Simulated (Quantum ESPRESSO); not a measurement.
# Projected density of states of magnetic VBr3

Aim: the densities of states of VBr3 in the lowest state of several starts.

Main program and level: Quantum ESPRESSO 7.5; PBEsol; plane waves with GBRV 1.5 PBEsol potentials, no spin-orbit coupling.

### Step 1. Starting point

It takes space group P6_3/mmc (No. 194, hexagonal). The conventional cell has a = 9.943 Å, b = 9.943 Å, c = 3.363 Å, α = 90.00°, β = 90.00°, γ = 120.00°. Nearest to V lie 6 Br at 2.56 Å. Nearest to Br lie 2 V at 2.56 Å. Farther neighbours and most contacts between anions are not listed.

Coordinates:

```cif
data_structure
_symmetry_space_group_name_H-M 'P6_3/mmc'
_symmetry_Int_Tables_number 194
_cell_length_a 9.9427
_cell_length_b 9.9427
_cell_length_c 3.3635
_cell_angle_alpha 90.000
_cell_angle_beta 90.000
_cell_angle_gamma 120.000
_cell_volume 287.96
loop_
_atom_site_label
_atom_site_type_symbol
_atom_site_symmetry_multiplicity
_atom_site_Wyckoff_symbol
_atom_site_fract_x
_atom_site_fract_y
_atom_site_fract_z
_atom_site_occupancy
V1 V 2 d 0.66667 0.33333 0.25000 1
Br1 Br 6 h 0.44195 0.22098 0.75000 1
```

The cell comes from Materials Project 2023-11-01, a database of computed structures, and need not be the stable phase.

### Step 2. The magnetic state

This state came out lowest in a comparison of starts that is told elsewhere.

pw.in reads:

```
&CONTROL
  calculation = 'scf'
  prefix = 'pwscf'
  outdir = './tmp'
  pseudo_dir = './pseudo'
  disk_io = 'low'
/
&SYSTEM
  ibrav = 0
  celldm(1) = 8
  nat = 8
  ntyp = 2
  ecutwfc = 40
  ecutrho = 280
  nbnd = 52
  occupations = 'smearing'
  smearing = 'fd'
  degauss = 0.00367493
  nspin = 2
  starting_magnetization(1) = 0.1538
  starting_magnetization(2) = 0
/
&ELECTRONS
  conv_thr = 1.6d-08
  electron_maxstep = 150
  mixing_beta = 0.3
/
ATOMIC_SPECIES
V      50.9415 v_pbesol_v1.4.uspp.F.UPF
Br     79.9040 br_pbesol_v1.4.uspp.F.UPF
CELL_PARAMETERS alat
   2.3486186182634    0.0000000000000    0.0000000000000
  -1.1743093091435    2.0339633872145    0.0000000000000
   0.0000000000000    0.0000000000000    0.7945105464435
ATOMIC_POSITIONS crystal
V       0.6666666700    0.3333333300    0.2500000000
V       0.3333333300    0.6666666700    0.7500000000
Br      0.4419500000    0.2209750000    0.7500000000
Br      0.7790250000    0.2209750000    0.7500000000
Br      0.7790250000    0.5580500000    0.7500000000
Br      0.5580500000    0.7790250000    0.2500000000
Br      0.2209750000    0.7790250000    0.2500000000
Br      0.2209750000    0.4419500000    0.2500000000
K_POINTS automatic
6 6 6 0 0 0
```

Command:

```bash
$ OMP_NUM_THREADS=1 mpirun -n 4 pw.x -nk 4 -in pw.in > pw.out
```

Output:

```text
Program PWSCF v.7.5 starts

     Message from routine setup:
     using ibrav=0 with symmetry is DISCOURAGED, use correct ibrav instead

     K-points division:     npool     =       4
     Subspace diagonalization in iterative solution of the eigenvalue problem:

     bravais-lattice index     =            0
     lattice parameter (alat)  =       8.0000  a.u.
     unit-cell volume          =    1943.2347 (a.u.)^3
     number of atoms/cell      =            8
     number of atomic types    =            2
     number of electrons       =        68.00
     number of Kohn-Sham states=           52
     kinetic-energy cutoff     =      40.0000  Ry
     charge density cutoff     =     280.0000  Ry
     scf convergence threshold =      1.6E-08
     mixing beta               =       0.3000
     number of iterations used =            8  plain     mixing
     Exchange-correlation= SLA  PW   PSX  PSC
                           (   1   4  10   8   0   0   0)

     celldm(1)=   8.000000  celldm(2)=   0.000000  celldm(3)=   0.000000
     celldm(4)=   0.000000  celldm(5)=   0.000000  celldm(6)=   0.000000

     crystal axes: (cart. coord. in units of alat)
               a(1) = (   2.348619   0.000000   0.000000 )
               a(2) = (  -1.174309   2.033963   0.000000 )
               a(3) = (   0.000000   0.000000   0.794511 )

     reciprocal axes: (cart. coord. in units 2 pi/alat)
               b(1) = (  0.425782  0.245825 -0.000000 )
               b(2) = (  0.000000  0.491651  0.000000 )
               b(3) = (  0.000000 -0.000000  1.258637 )

     PseudoPot. # 1 for V  read from file:
     v_pbesol_v1.4.uspp.F.UPF
     Pseudo is Ultrasoft + core correction, Zval = 13.0

     PseudoPot. # 2 for Br read from file:
     br_pbesol_v1.4.uspp.F.UPF
     Pseudo is Ultrasoft + core correction, Zval =  7.0

     atomic species   valence    mass     pseudopotential
     V                13.00    50.94150     V ( 1.00)
     Br                7.00    79.90400     Br( 1.00)

     Starting magnetic structure
     atomic species   magnetization
     V               0.154
     Br              0.000

     24 Sym. Ops., with inversion, found (12 have fractional translation)

   Cartesian axes

     site n.     atom                  positions (alat units)
         1        V      tau(   1) = (   1.1743093   0.6779878   0.1986276  )
         2        V      tau(   2) = (  -0.0000000   1.3559756   0.5958829  )
         3        Br     tau(   3) = (   0.7784790   0.4494551   0.5958829  )
         4        Br     tau(   4) = (   1.5701396   0.4494551   0.5958829  )
         5        Br     tau(   5) = (   1.1743093   1.1350533   0.5958829  )
         6        Br     tau(   6) = (   0.3958303   1.5845083   0.1986276  )
         7        Br     tau(   7) = (  -0.3958303   1.5845083   0.1986276  )
         8        Br     tau(   8) = (  -0.0000000   0.8989101   0.1986276  )

     number of k points=    28  Fermi-Dirac smearing, width (Ry)=  0.0037
                       cart. coord. in units 2pi/alat
        k(    1) = (   0.0000000   0.0000000   0.0000000), wk =   0.0046296
        k(    2) = (   0.0000000   0.0000000   0.2097728), wk =   0.0092593
        k(    3) = (   0.0000000   0.0000000   0.4195455), wk =   0.0092593
        k(    4) = (   0.0000000   0.0000000  -0.6293183), wk =   0.0046296
        k(    5) = (   0.0000000   0.0819418   0.0000000), wk =   0.0277778
        [... 23 further k-points ...]

     Dense  grid:   153717 G-vectors     FFT dimensions: ( 108, 108,  36)

     Smooth grid:    66433 G-vectors     FFT dimensions: (  75,  75,  30)

     Check: negative core charge=   -0.000002
     Generating pointlists ...
     new r_m :   0.2498 (alat units)  1.9984 (a.u.) for type    1
     new r_m :   0.2498 (alat units)  1.9984 (a.u.) for type    2

     Initial potential from superposition of free atoms

     starting charge      67.9976, renormalised to      68.0000

     negative rho (up, down):  1.042E-03 7.619E-04
     Starting wfcs are   44 randomized atomic wfcs +    8 random wfcs

     Self-consistent Calculation

     iteration #  1     ecut=    40.00 Ry     beta= 0.30
     Davidson diagonalization with overlap
     ethr =  1.00E-02,  avg # of iterations =  6.5

     Threshold (ethr) on eigenvalues was too large:
     Diagonalizing with lowered threshold

     Davidson diagonalization with overlap
     c_bands:  1 eigenvalues not converged
     ethr =  1.46E-04,  avg # of iterations = 13.5

     negative rho (up, down):  6.948E-04 1.120E-03

     total energy              =    -533.42566221 Ry
     estimated scf accuracy    <       0.13294285 Ry

     total magnetization       =     3.93 Bohr mag/cell
     absolute magnetization    =     4.54 Bohr mag/cell

     iteration #  2     ecut=    40.00 Ry     beta= 0.30
     Davidson diagonalization with overlap
     ethr =  1.96E-04,  avg # of iterations =  2.0

     negative rho (up, down):  5.556E-04 1.314E-03

     total energy              =    -533.43385827 Ry
     estimated scf accuracy    <       0.07299308 Ry

     total magnetization       =     4.00 Bohr mag/cell
     absolute magnetization    =     4.46 Bohr mag/cell

     [... further iterations left out ...]

     iteration # 11     ecut=    40.00 Ry     beta= 0.30
     Davidson diagonalization with overlap
     c_bands:  1 eigenvalues not converged
     ethr =  9.88E-11,  avg # of iterations =  5.1

     negative rho (up, down):  0.000E+00 2.229E-03

     total energy              =    -533.46003554 Ry
     estimated scf accuracy    <       0.00000008 Ry

     total magnetization       =     4.00 Bohr mag/cell
     absolute magnetization    =     4.79 Bohr mag/cell

     iteration # 12     ecut=    40.00 Ry     beta= 0.30
     Davidson diagonalization with overlap
     ethr =  9.88E-11,  avg # of iterations =  3.8

     negative rho (up, down):  0.000E+00 2.229E-03

     Magnetic moment per site  (integrated on atomic sphere of radius R)
     atom   1 (R=0.250)  charge= 10.9846  magn=  1.8578
     atom   2 (R=0.250)  charge= 10.9846  magn=  1.8578
     atom   3 (R=0.250)  charge=  4.8778  magn= -0.0542
     atom   4 (R=0.250)  charge=  4.8778  magn= -0.0542
     atom   5 (R=0.250)  charge=  4.8778  magn= -0.0542
     atom   6 (R=0.250)  charge=  4.8778  magn= -0.0542
     atom   7 (R=0.250)  charge=  4.8778  magn= -0.0542
     atom   8 (R=0.250)  charge=  4.8778  magn= -0.0542

     End of self-consistent calculation

     [... lines left out ...]
     the Fermi energy is     2.5950 ev

!    total energy              =    -533.46003560 Ry
     estimated scf accuracy    <          6.1E-09 Ry
     smearing contrib. (-TS)   =      -0.00426942 Ry
     internal energy E=F+TS    =    -533.45576619 Ry

     The total energy is F=E-TS. E is the sum of the following terms:
     one-electron contribution =    -437.68346777 Ry
     hartree contribution      =     233.39967128 Ry
     xc contribution           =    -156.81229918 Ry
     ewald contribution        =    -172.35967052 Ry

     total magnetization       =     4.00 Bohr mag/cell
     absolute magnetization    =     4.79 Bohr mag/cell

     convergence has been achieved in  12 iterations

=------------------------------------------------------------------------------=
   JOB DONE.
=------------------------------------------------------------------------------=
```

Run time: 2.3 min. Hardware: 4 MPI ranks of Intel Xeon 6975P-C (Granite Rapids), shared host; peak memory 1.4 GiB.

Spin moment in the atom's sphere by atom:

| atom | spin moment in the atom's sphere (μB) |
| --- | --- |
| V1 | 1.86 |
| V2 | 1.86 |
| Br3 | -0.05 |
| Br4 | -0.05 |
| Br5 | -0.05 |
| Br6 | -0.05 |
| Br7 | -0.05 |
| Br8 | -0.05 |

Numbers from this step:

* smearing term TS: 0.05809 eV
* magnetization: 4 μB
* absolute magnetization: 4.792 μB
* final state: ferromagnetic

### Step 3. Post-processing

projwfc.in reads:

```
&PROJWFC
  prefix = 'pwscf'
  outdir = './tmp'
  filpdos = 'pdos'
  ngauss = 0
  degauss = 0.01
  DeltaE = 0.05
  Emin = -6.41
  Emax = 7.59
/
```

Command:

```bash
$ OMP_NUM_THREADS=1 mpirun -n 4 projwfc.x -nk 4 -in projwfc.in > projwfc.out
```

Output:

```text
[banner, memory and clock lines left out]
Program PROJWFC v.7.5 starts

     [... lines left out ...]
     IMPORTANT: XC functional enforced from input :
     Exchange-correlation= PBESOL
                           (   1   4  10   8   0   0   0)
     Any further DFT definition will be discarded
     Please, verify this is what you really want

     G-vector sticks info

     Check: negative core charge=   -0.000002

     negative rho (up, down):  0.000E+00 2.229E-03

     Gaussian broadening (read from input): ngauss,degauss=   0    0.010000

     Calling projwave ....

  Problem Sizes
  natomwfc =           44
  nbnd     =           52
  nkstot   =           56
  npwx     =         8348
  nkb      =          144

     Atomic states used for projection
     (read from pseudopotential files):

     state #   1: atom   1 (V  ), wfc  1 (l=0 m= 1)
     state #   2: atom   1 (V  ), wfc  2 (l=1 m= 1)
     state #   3: atom   1 (V  ), wfc  2 (l=1 m= 2)
     state #   4: atom   1 (V  ), wfc  2 (l=1 m= 3)
     state #   5: atom   1 (V  ), wfc  3 (l=0 m= 1)
     state #   6: atom   1 (V  ), wfc  4 (l=2 m= 1)
     state #   7: atom   1 (V  ), wfc  4 (l=2 m= 2)
     state #   8: atom   1 (V  ), wfc  4 (l=2 m= 3)
     state #   9: atom   1 (V  ), wfc  4 (l=2 m= 4)
     state #  10: atom   1 (V  ), wfc  4 (l=2 m= 5)
     state #  11: atom   2 (V  ), wfc  1 (l=0 m= 1)
     state #  12: atom   2 (V  ), wfc  2 (l=1 m= 1)
     state #  13: atom   2 (V  ), wfc  2 (l=1 m= 2)
     state #  14: atom   2 (V  ), wfc  2 (l=1 m= 3)
     state #  15: atom   2 (V  ), wfc  3 (l=0 m= 1)
     state #  16: atom   2 (V  ), wfc  4 (l=2 m= 1)
     state #  17: atom   2 (V  ), wfc  4 (l=2 m= 2)
     state #  18: atom   2 (V  ), wfc  4 (l=2 m= 3)
     state #  19: atom   2 (V  ), wfc  4 (l=2 m= 4)
     state #  20: atom   2 (V  ), wfc  4 (l=2 m= 5)
     state #  21: atom   3 (Br ), wfc  1 (l=0 m= 1)
     state #  22: atom   3 (Br ), wfc  2 (l=1 m= 1)
     state #  23: atom   3 (Br ), wfc  2 (l=1 m= 2)
     state #  24: atom   3 (Br ), wfc  2 (l=1 m= 3)
     state #  25: atom   4 (Br ), wfc  1 (l=0 m= 1)
     state #  26: atom   4 (Br ), wfc  2 (l=1 m= 1)
     state #  27: atom   4 (Br ), wfc  2 (l=1 m= 2)
     state #  28: atom   4 (Br ), wfc  2 (l=1 m= 3)
     state #  29: atom   5 (Br ), wfc  1 (l=0 m= 1)
     state #  30: atom   5 (Br ), wfc  2 (l=1 m= 1)
     state #  31: atom   5 (Br ), wfc  2 (l=1 m= 2)
     state #  32: atom   5 (Br ), wfc  2 (l=1 m= 3)
     state #  33: atom   6 (Br ), wfc  1 (l=0 m= 1)
     state #  34: atom   6 (Br ), wfc  2 (l=1 m= 1)
     state #  35: atom   6 (Br ), wfc  2 (l=1 m= 2)
     state #  36: atom   6 (Br ), wfc  2 (l=1 m= 3)
     state #  37: atom   7 (Br ), wfc  1 (l=0 m= 1)
     state #  38: atom   7 (Br ), wfc  2 (l=1 m= 1)
     state #  39: atom   7 (Br ), wfc  2 (l=1 m= 2)
     state #  40: atom   7 (Br ), wfc  2 (l=1 m= 3)
     state #  41: atom   8 (Br ), wfc  1 (l=0 m= 1)
     state #  42: atom   8 (Br ), wfc  2 (l=1 m= 1)
     state #  43: atom   8 (Br ), wfc  2 (l=1 m= 2)
     state #  44: atom   8 (Br ), wfc  2 (l=1 m= 3)

 [... projections of the bands left out ...]

Lowdin Charges:

     Atom #   1: total charge =  12.1667, s =  2.5089, p =  5.9991, d =  3.6587,
                 spin up      =   7.1731, s =  1.2714,
                 spin up      =   7.1731, p =  2.9997, pz=  0.9999, px=  0.9999, py=  0.9999,
                 spin up      =   7.1731, d =  2.9021, dz2=  0.9813, dxz=  0.3286, dyz=  0.3286, dx2-y2=  0.6318, dxy=  0.6318,
                 spin down    =   4.9936, s =  1.2376,
                 spin down    =   4.9936, p =  2.9995, pz=  0.9998, px=  0.9998, py=  0.9998,
                 spin down    =   4.9936, d =  0.7566, dz2=  0.0675, dxz=  0.2310, dyz=  0.2310, dx2-y2=  0.1136, dxy=  0.1136,
                 polarization =   2.1795, s =  0.0338, p =  0.0002, d =  2.1455,
     Atom #   2: total charge =  12.1667, s =  2.5089, p =  5.9991, d =  3.6587,
                 spin up      =   7.1731, s =  1.2714,
                 spin up      =   7.1731, p =  2.9997, pz=  0.9999, px=  0.9999, py=  0.9999,
                 spin up      =   7.1731, d =  2.9021, dz2=  0.9813, dxz=  0.3286, dyz=  0.3286, dx2-y2=  0.6318, dxy=  0.6318,
                 spin down    =   4.9936, s =  1.2376,
                 spin down    =   4.9936, p =  2.9995, pz=  0.9998, px=  0.9998, py=  0.9998,
                 spin down    =   4.9936, d =  0.7566, dz2=  0.0675, dxz=  0.2310, dyz=  0.2310, dx2-y2=  0.1136, dxy=  0.1136,
                 polarization =   2.1795, s =  0.0338, p =  0.0002, d =  2.1455,
     Atom #   3: total charge =   7.2220, s =  1.9226, p =  5.2994, d =  0.0000,
                 spin up      =   3.5752, s =  0.9620,
                 spin up      =   3.5752, p =  2.6132, pz=  0.8416, px=  0.8589, py=  0.9127,
                 spin up      =   3.5752, d =  0.0000, dz2=  0.0000, dxz=  0.0000, dyz=  0.0000, dx2-y2=  0.0000, dxy=  0.0000,
                 spin down    =   3.6468, s =  0.9606,
                 spin down    =   3.6468, p =  2.6862, pz=  0.8635, px=  0.8893, py=  0.9333,
                 spin down    =   3.6468, d =  0.0000, dz2=  0.0000, dxz=  0.0000, dyz=  0.0000, dx2-y2=  0.0000, dxy=  0.0000,
                 polarization =  -0.0715, s =  0.0014, p = -0.0730, d =  0.0000,
     Atom #   4: total charge =   7.2220, s =  1.9226, p =  5.2994, d =  0.0000,
                 spin up      =   3.5752, s =  0.9620,
                 spin up      =   3.5752, p =  2.6132, pz=  0.8416, px=  0.8589, py=  0.9127,
                 spin up      =   3.5752, d =  0.0000, dz2=  0.0000, dxz=  0.0000, dyz=  0.0000, dx2-y2=  0.0000, dxy=  0.0000,
                 spin down    =   3.6468, s =  0.9606,
                 spin down    =   3.6468, p =  2.6862, pz=  0.8635, px=  0.8893, py=  0.9333,
                 spin down    =   3.6468, d =  0.0000, dz2=  0.0000, dxz=  0.0000, dyz=  0.0000, dx2-y2=  0.0000, dxy=  0.0000,
                 polarization =  -0.0715, s =  0.0014, p = -0.0730, d =  0.0000,
     Atom #   5: total charge =   7.2220, s =  1.9226, p =  5.2994, d =  0.0000,
                 spin up      =   3.5752, s =  0.9620,
                 spin up      =   3.5752, p =  2.6132, pz=  0.8416, px=  0.9397, py=  0.8319,
                 spin up      =   3.5752, d =  0.0000, dz2=  0.0000, dxz=  0.0000, dyz=  0.0000, dx2-y2=  0.0000, dxy=  0.0000,
                 spin down    =   3.6468, s =  0.9606,
                 spin down    =   3.6468, p =  2.6862, pz=  0.8635, px=  0.9553, py=  0.8673,
                 spin down    =   3.6468, d =  0.0000, dz2=  0.0000, dxz=  0.0000, dyz=  0.0000, dx2-y2=  0.0000, dxy=  0.0000,
                 polarization =  -0.0715, s =  0.0014, p = -0.0730, d =  0.0000,
     Atom #   6: total charge =   7.2220, s =  1.9226, p =  5.2994, d =  0.0000,
                 spin up      =   3.5752, s =  0.9620,
                 spin up      =   3.5752, p =  2.6132, pz=  0.8416, px=  0.8589, py=  0.9127,
                 spin up      =   3.5752, d =  0.0000, dz2=  0.0000, dxz=  0.0000, dyz=  0.0000, dx2-y2=  0.0000, dxy=  0.0000,
                 spin down    =   3.6468, s =  0.9606,
                 spin down    =   3.6468, p =  2.6862, pz=  0.8635, px=  0.8893, py=  0.9333,
                 spin down    =   3.6468, d =  0.0000, dz2=  0.0000, dxz=  0.0000, dyz=  0.0000, dx2-y2=  0.0000, dxy=  0.0000,
                 polarization =  -0.0715, s =  0.0014, p = -0.0730, d =  0.0000,
     Atom #   7: total charge =   7.2220, s =  1.9226, p =  5.2994, d =  0.0000,
                 spin up      =   3.5752, s =  0.9620,
                 spin up      =   3.5752, p =  2.6132, pz=  0.8416, px=  0.8589, py=  0.9127,
                 spin up      =   3.5752, d =  0.0000, dz2=  0.0000, dxz=  0.0000, dyz=  0.0000, dx2-y2=  0.0000, dxy=  0.0000,
                 spin down    =   3.6468, s =  0.9606,
                 spin down    =   3.6468, p =  2.6862, pz=  0.8635, px=  0.8893, py=  0.9333,
                 spin down    =   3.6468, d =  0.0000, dz2=  0.0000, dxz=  0.0000, dyz=  0.0000, dx2-y2=  0.0000, dxy=  0.0000,
                 polarization =  -0.0715, s =  0.0014, p = -0.0730, d =  0.0000,
     Atom #   8: total charge =   7.2220, s =  1.9226, p =  5.2994, d =  0.0000,
                 spin up      =   3.5752, s =  0.9620,
                 spin up      =   3.5752, p =  2.6132, pz=  0.8416, px=  0.9397, py=  0.8319,
                 spin up      =   3.5752, d =  0.0000, dz2=  0.0000, dxz=  0.0000, dyz=  0.0000, dx2-y2=  0.0000, dxy=  0.0000,
                 spin down    =   3.6468, s =  0.9606,
                 spin down    =   3.6468, p =  2.6862, pz=  0.8635, px=  0.9553, py=  0.8673,
                 spin down    =   3.6468, d =  0.0000, dz2=  0.0000, dxz=  0.0000, dyz=  0.0000, dx2-y2=  0.0000, dxy=  0.0000,
                 polarization =  -0.0715, s =  0.0014, p = -0.0730, d =  0.0000,
     Spilling Parameter:   0.0049
```

The job ended after 2.6 s (4 MPI ranks; peak memory 0.5 GiB).

The density of states has structure finer than the step of the table below, so its rows give means over 0.5 eV, whole bins alone (the curve runs from -9.00 to 5.05 eV). Peaks (eV: height): up -4.40: 6.36, -3.85: 7.66, -2.65: 7.35, -0.05: 7.45; down -3.70: 8.72, -2.25: 8.61, 1.65: 10, 2.05: 11.6; V1 d up -3.90: 0.66, -2.65: 1, -0.10: 2.99, 1.00: 2.13; V1 d down 1.65: 4.3, 2.05: 4.58; Br3 p up -4.40: 0.88, -3.80: 1.06, -2.95: 0.987, -2.20: 0.855.

Gaussian broadening of 0.136 eV on the SCF mesh. The density of states by energy, zero at the Fermi level; means over each step; values in states/eV/cell:

```csv
energy (eV),up,down,V1 d up,V1 d down,Br3 p up,Br3 p down
-6.5,0,0,0,0,0,0
-6.0,0.233,0.00388,0.0135,1.5e-4,0.0287,5.1e-4
-5.5,2.28,1.63,0.106,0.0422,0.284,0.218
-5.0,3.03,2.51,0.0900,0.0510,0.417,0.346
-4.5,4.85,4.75,0.353,0.171,0.675,0.705
-4.0,5.83,5.35,0.488,0.270,0.793,0.789
-3.5,2.71,3.87,0.190,0.197,0.375,0.567
-3.0,6.38,4.99,0.513,0.209,0.863,0.736
-2.5,5.26,6.44,0.559,0.343,0.684,0.952
-2.0,3.72,4.99,0.0566,0.127,0.598,0.786
-1.5,1.89,1.47,0.0846,0.00127,0.283,0.243
-1.0,0.820,7.3e-5,0.333,0,0.0200,9.0e-6
-0.5,3.50,0,1.49,0,0.0795,0
0.0,6.64,0,2.59,0,0.225,0
0.5,0.990,0.189,0.346,0.0804,0.0465,0.00178
1.0,5.12,1.08,1.70,0.465,0.266,0.0126
1.5,2.70,7.12,0.864,3.08,0.150,0.115
2.0,0.0329,8.53,0.0106,3.41,0.00177,0.247
2.5,0,3.04,0,1.19,0,0.0953
3.0,9.1e-5,0.0317,0,0.0114,0,0.00125
3.5,0.0636,0.0192,8.6e-5,3.2e-5,0.00109,2.6e-4
4.0,0.177,0.140,2.8e-4,4.2e-4,0.00314,0.00198
4.5,1.12,0.408,6.4e-4,7.9e-4,0.0242,0.00500
```

### Step 4. Outcome

| Item | Value |
| --- | --- |
| state | ferromagnetic |
| largest moment in a sphere | 1.86 μB |

**Reading.** Distinct peaks of the density of states (up) stand at -4.40, -3.85, -2.65, -0.05 and 1.00 eV; the one at -3.85 eV is strongest. These are Kohn–Sham states without spin–orbit coupling, on the mesh of the self-consistent run. No Hubbard term acts here. In such compounds local and semilocal functionals without one often delocalise the d electrons, and can shrink or lose moments and miss the size, sign and order of the couplings. The smearing term is large for its width, so states at the Fermi level are partly filled: at this level the cell is a metal or has a gap of a few widths at most.

[Logs and program files are shortened in this print: banners, set-up blocks, solver, clock and traceback lines can be left out without a mark of their own.]

[Logs are printed without paths, hosts, clocks, repeated set-up lines and the standing remarks that a program may print on its own settings, such as how far it seeks lower states.]

[Hosts, paths, dates, database ids (printed as entryN), source tags and the programs' standing remarks are cut or masked in the printed files.]

[Where a cell is said to come from a database of computed structures, the database is the Materials Project.]
